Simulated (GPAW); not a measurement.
## Work function of 2H-NbSTe monolayer at several levels

Aim: the work function of both faces of 2H-NbSTe monolayer, and its spread over functionals and bases.

Calculated with GPAW 26.7.0; GPAW, PAW setups; layer in a repeated cell with vacuum, relaxation of atoms and in-plane cell, in the first sound run; inputs show where later runs differ.

### 1. Starting point

The cell holds 3 atoms: 1 Te, 1 Nb and 1 S. Its edges and angles: a = 3.620 Å, b = 3.620 Å, c = 19.429 Å, α = 90.0°, β = 90.0°, γ = 120.0°. Vacuum lies along c.

### 2. Relaxing the atoms

Forces are removed first; all later runs use this geometry.

The input, run.py:

```python
import json
import numpy as np
from ase import Atoms
from ase.filters import FrechetCellFilter
from ase.optimize import BFGS
from gpaw import GPAW, PW

slab = Atoms(
    ['Te', 'Nb', 'S'],
    positions=[
        [-0.00000, 2.09026, 8.00000],
        [0.00000, 0.00000, 9.97540],
        [-0.00000, 2.09026, 11.42899]],
    cell=[[3.62043, 0.0, 0.0], [-1.81022, 3.13539, 0.0], [0.0, 0.0, 19.429]],
    pbc=[True, True, True])

slab.calc = GPAW(mode=PW(600), xc='PBE', kpts={'size': (9, 9, 1), 'gamma': True},
                 occupations={'name': 'fermi-dirac', 'width': 0.05}, nbands='160%',
                 convergence={'density': 1e-05}, maxiter=200,
                 symmetry={'tolerance': 1e-3}, txt='slab.txt')
result = {}
# The in-plane cell is free; stress needs a cell that repeats along all three vectors
path = []
opt = BFGS(FrechetCellFilter(slab, mask=[1, 1, 0, 0, 0, 1]), maxstep=0.2)
opt.attach(lambda: path.append((slab.get_potential_energy(), slab.positions.tolist(), slab.get_forces().tolist())))
result['relaxed'] = bool(opt.run(fmax=0.02, steps=45))
result['path'] = path
result['cell'] = slab.cell.tolist()
print('in-plane lattice', slab.cell.cellpar().round(4)[[0, 1, 5]])
energy = slab.get_potential_energy()
fermi = slab.calc.get_fermi_level()
v = slab.calc.get_electrostatic_potential().mean((0, 1)) - fermi
n = slab.calc.get_pseudo_density().mean((0, 1))
L = slab.cell[2, 2]
z = np.arange(len(v)) * L / len(v)
low, high = slab.positions[:, 2].min(), slab.positions[:, 2].max()
below, above = np.interp([low - 5.8, high + 5.8], z, v)
slopes = [np.interp(x, z, np.gradient(v, z)) for x in (low - 5.8, high + 5.8)]
eps = np.array([[slab.calc.get_eigenvalues(k, s) for k in range(len(slab.calc.get_ibz_k_points()))]
                for s in range(slab.calc.get_number_of_spins())]) - fermi
top, bottom = eps[eps < 0].max(), eps[eps > 0].min()
dipole = slab.get_dipole_moment()[2]
print(f'energy {energy:.4f} eV, Fermi level {fermi:.4f} eV, dipole {dipole:.5f} e A')
print(f'potential 5.8 A off the faces, from the Fermi level: lower {below:.4f} eV, upper {above:.4f} eV')
print(f'slope of the potential there: lower {slopes[0]:.5f}, upper {slopes[1]:.5f} eV/A')
print(f'nearest levels on the mesh: {top:.4f} and {bottom:.4f} eV')
print('magnetic moment', round(slab.get_magnetic_moment(), 3))
result.update(energy=energy, fermi=fermi, dipole=dipole, below=below, above=above, slopes=slopes, edges=[top, bottom],
              z=z.tolist(), v=v.tolist(), n=n.tolist(), positions=slab.positions.tolist(),
              forces=slab.get_forces(apply_constraint=False).tolist(), moments=slab.get_magnetic_moments().tolist())
json.dump(result, open('result.json', 'w'))
```

Launch:

```
> OMP_NUM_THREADS=1 OPENBLAS_NUM_THREADS=1 python run.py
```

What it wrote:

```text
Step          Energy          fmax
BFGS:    0      -19.789927        0.977409
BFGS:    1      -19.832250        0.796611
BFGS:    2      -19.897989        0.245777
BFGS:    3      -19.899523        0.115838
BFGS:    4      -19.900176        0.088894
BFGS:    5      -19.901352        0.076551
BFGS:    6      -19.901606        0.077076
BFGS:    7      -19.901812        0.039806
BFGS:    8      -19.901861        0.013934
in-plane lattice [  3.5246   3.5246 120.    ]
energy -19.8849 eV, Fermi level -1.1053 eV, dipole -0.05115 e A
potential 5.8 A off the faces, from the Fermi level: lower 5.1407 eV, upper 5.3377 eV
slope of the potential there: lower -0.04400, upper -0.04408 eV/A
nearest levels on the mesh: -0.0284 and 0.0268 eV
magnetic moment 0.0
```

Wall time 4.2 min (1 thread of Arm Neoverse V1, shared host); peak memory 0.38 GiB.

This step gave:

```
dipole along the normal                    : -0.05115 e·Å
levels nearest the Fermi level on the mesh : -0.02843, 0.02680 eV from the Fermi level
```

Table of electrostatic potential energy of an electron (without an applied field's), less the Fermi level, planar mean by z:

z (Å), electrostatic potential energy of an electron (without an applied field's), less the Fermi level, planar mean (eV) and a bar from the least value:
```
        0        5.2 ##############################
        1        5.2 ##############################
        2        5.2 ##############################
        3        5.1 ##############################
        4        5.1 ##############################
        5        5.0 #############################
        6        4.8 #############################
        7        1.3 #########################
        8      -20.5 
        9       -3.1 ####################
       10      -17.8 ###
       11       -8.9 #############
       12       -0.4 #######################
       13        5.3 ##############################
       14        5.5 ##############################
       15        5.4 ##############################
       16        5.4 ##############################
       17        5.3 ##############################
       18        5.3 ##############################
       19        5.3 ##############################
```

Table of pseudo valence density, planar mean by z:

| z (Å) | pseudo valence density, planar mean (e/Å³) |
| --- | --- |
| 0.00 | 0 |
| 0.52 | 0 |
| 1.04 | 0 |
| 1.56 | 0 |
| 2.08 | 0 |
| 2.60 | 0 |
| 3.12 | 3.3e-6 |
| 3.64 | 1.1e-5 |
| 4.16 | 5.3e-5 |
| 4.68 | 2.3e-4 |
| 5.20 | 0.00101 |
| 5.72 | 0.00443 |
| 6.25 | 0.0195 |
| 6.77 | 0.0797 |
| 7.29 | 0.248 |
| 7.81 | 0.188 |
| 8.33 | 0.264 |
| 8.85 | 0.330 |
| 9.37 | 0.408 |
| 9.89 | 1.08 |
| 10.41 | 0.679 |
| 10.93 | 0.461 |
| 11.45 | 0.339 |
| 11.97 | 0.266 |
| 12.49 | 0.0721 |
| 13.01 | 0.0139 |
| 13.53 | 0.00259 |
| 14.05 | 4.9e-4 |
| 14.57 | 9.3e-5 |
| 15.09 | 1.9e-5 |
| 15.61 | 3.2e-6 |
| 16.13 | 1.1e-6 |
| 16.65 | 0 |
| 17.17 | 0 |
| 17.69 | 0 |
| 18.21 | 0 |
| 18.74 | 0 |
| 19.26 | 0 |

The relaxation lowered the energy of the cell by 0.111 eV (energies extrapolated to zero smearing; the optimiser's log prints free energies). The largest force left on a free atom is 0.014 eV/Å.

### 3. The slab's potential

The work function is the vacuum plateau of the electrostatic potential less the Fermi level; a dipole layer lets the two faces have plateaus of their own.

This step: GPAW, PAW setups; slab in vacuum (GPAW 26.7.0).

The cell differs from the one that the last finished run ended in (c 19.429 → 19.356 Å).

Changes to run.py since step 2:

```diff
@@ -3,4 +3,2 @@
 from ase import Atoms
-from ase.filters import FrechetCellFilter
-from ase.optimize import BFGS
 from gpaw import GPAW, PW
@@ -10,21 +8,14 @@
     positions=[
-        [-0.00000, 2.09026, 8.00000],
-        [0.00000, 0.00000, 9.97540],
-        [-0.00000, 2.09026, 11.42899]],
-    cell=[[3.62043, 0.0, 0.0], [-1.81022, 3.13539, 0.0], [0.0, 0.0, 19.429]],
-    pbc=[True, True, True])
+        [-0.00000, 2.03491, 8.00000],
+        [-0.00000, 0.00000, 9.95452],
+        [-0.00000, 2.03491, 11.35634]],
+    cell=[[3.52455, -0.0, 0.0], [-1.76228, 3.05236, 0.0], [0.0, 0.0, 19.3563]],
+    pbc=[True, True, False])
 
-slab.calc = GPAW(mode=PW(600), xc='PBE', kpts={'size': (9, 9, 1), 'gamma': True},
+slab.calc = GPAW(mode=PW(400), xc='PBE', kpts={'size': (9, 9, 1), 'gamma': True},
                  occupations={'name': 'fermi-dirac', 'width': 0.05}, nbands='160%',
                  convergence={'density': 1e-05}, maxiter=200,
+                 poissonsolver={'dipolelayer': 'xy'},
                  symmetry={'tolerance': 1e-3}, txt='slab.txt')
 result = {}
-# The in-plane cell is free; stress needs a cell that repeats along all three vectors
-path = []
-opt = BFGS(FrechetCellFilter(slab, mask=[1, 1, 0, 0, 0, 1]), maxstep=0.2)
-opt.attach(lambda: path.append((slab.get_potential_energy(), slab.positions.tolist(), slab.get_forces().tolist())))
-result['relaxed'] = bool(opt.run(fmax=0.02, steps=45))
-result['path'] = path
-result['cell'] = slab.cell.tolist()
-print('in-plane lattice', slab.cell.cellpar().round(4)[[0, 1, 5]])
 energy = slab.get_potential_energy()
```

What it wrote:

```text
energy -19.8488 eV, Fermi level -1.0948 eV, dipole -0.03653 e A
potential 5.8 A off the faces, from the Fermi level: lower 4.9425 eV, upper 5.5520 eV
slope of the potential there: lower 0.00002, upper -0.00004 eV/A
nearest levels on the mesh: -0.0279 and 0.0269 eV
magnetic moment 0.0
```

Run time: 24 s. Hardware: 1 thread; peak memory 0.19 GiB.

Numbers from this step:

```yaml
dipole_along_the_normal: -0.03653 e·Å
levels_nearest_the_fermi_level_on_the_mesh: -0.02794, 0.02690 eV from the Fermi level
upper_work_function: 5.552 eV
lower_work_function: 4.943 eV
```

Table of electrostatic potential energy of an electron (without an applied field's), less the Fermi level, planar mean by z:

z (Å), electrostatic potential energy of an electron (without an applied field's), less the Fermi level, planar mean (eV) and a bar from the least value:
```
      0.0        5.2 ##############################
      0.5        4.9 #############################
      1.0        4.9 #############################
      1.5        4.9 #############################
      2.0        4.9 #############################
      2.5        4.9 #############################
      3.0        4.9 #############################
      3.5        4.9 #############################
      4.0        4.9 #############################
      4.5        4.9 #############################
      5.0        4.9 #############################
      5.5        4.9 #############################
      6.0        4.7 #############################
      6.5        3.9 ############################
      7.0        1.0 #########################
      7.5       -9.0 #############
      8.0      -20.5 
      8.5       -9.7 ############
      9.0       -3.2 ####################
      9.5      -10.1 ############
     10.0      -17.8 ###
     10.5       -9.1 #############
     11.0       -9.5 #############
     11.5      -12.8 #########
     12.0        0.1 ########################
     12.5        4.4 #############################
     13.0        5.3 ##############################
     13.5        5.5 ##############################
     14.0        5.5 ##############################
     14.5        5.6 ##############################
     15.0        5.6 ##############################
     15.5        5.6 ##############################
     16.0        5.6 ##############################
     16.5        5.6 ##############################
     17.0        5.6 ##############################
     17.5        5.6 ##############################
     18.0        5.6 ##############################
     18.5        5.6 ##############################
     19.0        5.5 ##############################
```

The pseudo valence density, planar mean by z:

| z (Å) | pseudo valence density, planar mean (e/Å³) |
| --- | --- |
| 0.00 | 0 |
| 0.43 | 0 |
| 1.08 | 0 |
| 1.51 | 0 |
| 2.15 | 0 |
| 2.58 | 0 |
| 3.01 | 2.3e-6 |
| 3.66 | 1.4e-5 |
| 4.09 | 4.8e-5 |
| 4.73 | 3.0e-4 |
| 5.16 | 9.9e-4 |
| 5.59 | 0.00335 |
| 6.24 | 0.0209 |
| 6.67 | 0.0672 |
| 7.31 | 0.268 |
| 7.74 | 0.209 |
| 8.17 | 0.175 |
| 8.82 | 0.329 |
| 9.25 | 0.359 |
| 9.89 | 1.11 |
| 10.32 | 0.747 |
| 10.97 | 0.456 |
| 11.40 | 0.340 |
| 11.83 | 0.312 |
| 12.47 | 0.0687 |
| 12.90 | 0.0176 |
| 13.55 | 0.00218 |
| 13.98 | 5.5e-4 |
| 14.41 | 1.4e-4 |
| 15.05 | 1.9e-5 |
| 15.48 | 5.5e-6 |
| 16.13 | 0 |
| 16.56 | 0 |
| 16.99 | 0 |
| 17.64 | 0 |
| 18.07 | 0 |
| 18.71 | 0 |
| 19.14 | 0 |

The potential is flat to 3.8e-5 eV/Å where it is read, so the vacuum is wide enough.

### 4. Self-consistent run: xc = "RPBE"

The same geometry under RPBE, to see how far the functional moves the levels against the vacuum.

Changes to run.py since step 3:

```diff
@@ -14,3 +14,3 @@
 
-slab.calc = GPAW(mode=PW(400), xc='PBE', kpts={'size': (9, 9, 1), 'gamma': True},
+slab.calc = GPAW(mode=PW(400), xc='RPBE', kpts={'size': (9, 9, 1), 'gamma': True},
                  occupations={'name': 'fermi-dirac', 'width': 0.05}, nbands='160%',
```

What it wrote:

```text
energy -18.7119 eV, Fermi level -0.9951 eV, dipole -0.03813 e A
potential 5.8 A off the faces, from the Fermi level: lower 4.8273 eV, upper 5.4638 eV
slope of the potential there: lower 0.00002, upper -0.00004 eV/A
nearest levels on the mesh: -0.0294 and 0.0261 eV
magnetic moment 0.0
```

Run time: 24 s. Hardware: 1 thread; peak memory 0.19 GiB.

Numbers from this step:

```
dipole along the normal                    : -0.03813 e·Å
levels nearest the Fermi level on the mesh : -0.02941, 0.02614 eV from the Fermi level
upper work function                        : 5.464 eV
lower work function                        : 4.827 eV
```

The electrostatic potential energy of an electron (without an applied field's), less the Fermi level, planar mean by z:

z (Å), electrostatic potential energy of an electron (without an applied field's), less the Fermi level, planar mean (eV) and a bar from the least value:
```
        0        5.1 ##############################
        1        4.8 #############################
        2        4.8 #############################
        3        4.8 #############################
        4        4.8 #############################
        5        4.8 #############################
        6        4.6 #############################
        7        0.8 #########################
        8      -20.6 
        9       -3.3 ####################
       10      -17.9 ###
       11       -9.6 #############
       12        0.0 ########################
       13        5.2 ##############################
       14        5.5 ##############################
       15        5.5 ##############################
       16        5.5 ##############################
       17        5.5 ##############################
       18        5.5 ##############################
       19        5.4 ##############################
```

The pseudo valence density, planar mean by z:

| z (Å) | pseudo valence density, planar mean (e/Å³) |
| --- | --- |
| 0.00 | 0 |
| 0.65 | 0 |
| 1.29 | 0 |
| 1.94 | 0 |
| 2.58 | 0 |
| 3.23 | 4.8e-6 |
| 3.87 | 2.9e-5 |
| 4.52 | 1.7e-4 |
| 5.38 | 0.00186 |
| 6.02 | 0.0112 |
| 6.67 | 0.0672 |
| 7.31 | 0.268 |
| 7.96 | 0.105 |
| 8.60 | 0.359 |
| 9.25 | 0.359 |
| 9.89 | 1.11 |
| 10.54 | 0.537 |
| 11.18 | 0.404 |
| 11.83 | 0.313 |
| 12.47 | 0.0685 |
| 13.12 | 0.00869 |
| 13.76 | 0.00113 |
| 14.62 | 7.6e-5 |
| 15.27 | 8.8e-6 |
| 15.92 | 2.2e-6 |
| 16.56 | 0 |
| 17.21 | 0 |
| 17.85 | 0 |
| 18.50 | 0 |
| 19.14 | 0 |

Force by atom:

| atom | x (eV/Å) | y (eV/Å) | z (eV/Å) | size |
| --- | --- | --- | --- | --- |
| Te1 | 0.000 | 0.000 | -0.188 | 0.188 |
| Nb2 | 0.000 | 0.000 | -0.025 | 0.025 |
| S3 | 0.000 | 0.000 | 0.213 | 0.213 |

The upper face's work function is 5.464 eV, against 5.552 eV in the first plane-wave PBE run at this geometry.

### 5. Self-consistent run: xc = "vdW-DF2"

The same geometry under vdW-DF2, to see how far the functional moves the levels against the vacuum (the van der Waals functionals take revPBE setups).

Changes to run.py since step 4:

```diff
@@ -14,3 +14,3 @@
 
-slab.calc = GPAW(mode=PW(400), xc='RPBE', kpts={'size': (9, 9, 1), 'gamma': True},
+slab.calc = GPAW(mode=PW(400), xc='vdW-DF2', kpts={'size': (9, 9, 1), 'gamma': True},
                  occupations={'name': 'fermi-dirac', 'width': 0.05}, nbands='160%',
```

What it wrote:

```text
energy -229.8979 eV, Fermi level -1.2735 eV, dipole -0.03797 e A
potential 5.8 A off the faces, from the Fermi level: lower 5.2396 eV, upper 5.8734 eV
slope of the potential there: lower -0.00005, upper -0.00003 eV/A
nearest levels on the mesh: -0.0279 and 0.0343 eV
magnetic moment 0.0
```

It took 34 s on 1 thread; peak memory 0.34 GiB.

This step gave:

```yaml
dipole_along_the_normal: -0.03797 e·Å
levels_nearest_the_fermi_level_on_the_mesh: -0.02793, 0.03431 eV from the Fermi level
upper_work_function: 5.873 eV
lower_work_function: 5.240 eV
```

The upper face's work function is 5.873 eV, against 5.552 eV in the first plane-wave PBE run at this geometry.

### 6. Self-consistent run: xc = "revPBE"

The same geometry under revPBE, to see how far the functional moves the levels against the vacuum.

Changes to run.py since step 5:

```diff
@@ -14,3 +14,3 @@
 
-slab.calc = GPAW(mode=PW(400), xc='vdW-DF2', kpts={'size': (9, 9, 1), 'gamma': True},
+slab.calc = GPAW(mode=PW(400), xc='revPBE', kpts={'size': (9, 9, 1), 'gamma': True},
                  occupations={'name': 'fermi-dirac', 'width': 0.05}, nbands='160%',
```

What it wrote:

```text
energy -18.8894 eV, Fermi level -1.0059 eV, dipole -0.03760 e A
potential 5.8 A off the faces, from the Fermi level: lower 4.8350 eV, upper 5.4625 eV
slope of the potential there: lower 0.00002, upper -0.00004 eV/A
nearest levels on the mesh: -0.0293 and 0.0265 eV
magnetic moment 0.0
```

It took 24 s on 1 thread; peak memory 0.19 GiB.

Numbers from this step:

| Property | Result |
| --- | --- |
| dipole along the normal | -0.03760 e·Å |
| levels nearest the Fermi level on the mesh | -0.02926, 0.02646 eV from the Fermi level |
| upper work function | 5.463 eV |
| lower work function | 4.835 eV |

Electrostatic potential energy of an electron (without an applied field's), less the Fermi level, planar mean against z:

z (Å), electrostatic potential energy of an electron (without an applied field's), less the Fermi level, planar mean (eV) and a bar from the least value:
```
      0.0        5.1 ##############################
      0.5        4.8 #############################
      1.0        4.8 #############################
      1.5        4.8 #############################
      2.0        4.8 #############################
      2.5        4.8 #############################
      3.0        4.8 #############################
      3.5        4.8 #############################
      4.0        4.8 #############################
      4.5        4.8 #############################
      5.0        4.8 #############################
      5.5        4.8 #############################
      6.0        4.6 #############################
      6.5        3.8 ############################
      7.0        0.9 #########################
      7.5       -9.1 #############
      8.0      -20.5 
      8.5       -9.8 ############
      9.0       -3.2 ####################
      9.5      -10.2 ############
     10.0      -17.9 ###
     10.5       -9.1 #############
     11.0       -9.5 #############
     11.5      -12.9 #########
     12.0        0.0 ########################
     12.5        4.3 #############################
     13.0        5.2 ##############################
     13.5        5.4 ##############################
     14.0        5.5 ##############################
     14.5        5.5 ##############################
     15.0        5.5 ##############################
     15.5        5.5 ##############################
     16.0        5.5 ##############################
     16.5        5.5 ##############################
     17.0        5.5 ##############################
     17.5        5.5 ##############################
     18.0        5.5 ##############################
     18.5        5.5 ##############################
     19.0        5.4 ##############################
```

The upper face's work function is 5.463 eV, against 5.552 eV in the first plane-wave PBE run at this geometry.

(Continued in part 2 of 2.)

[Logs are printed without paths, hosts, clocks, repeated set-up lines and the standing remarks that a program may print on its own settings, such as how far it seeks lower states.]

[Hosts, paths, dates, database ids (printed as entryN), source tags and the programs' standing remarks are cut or masked in the printed files.]
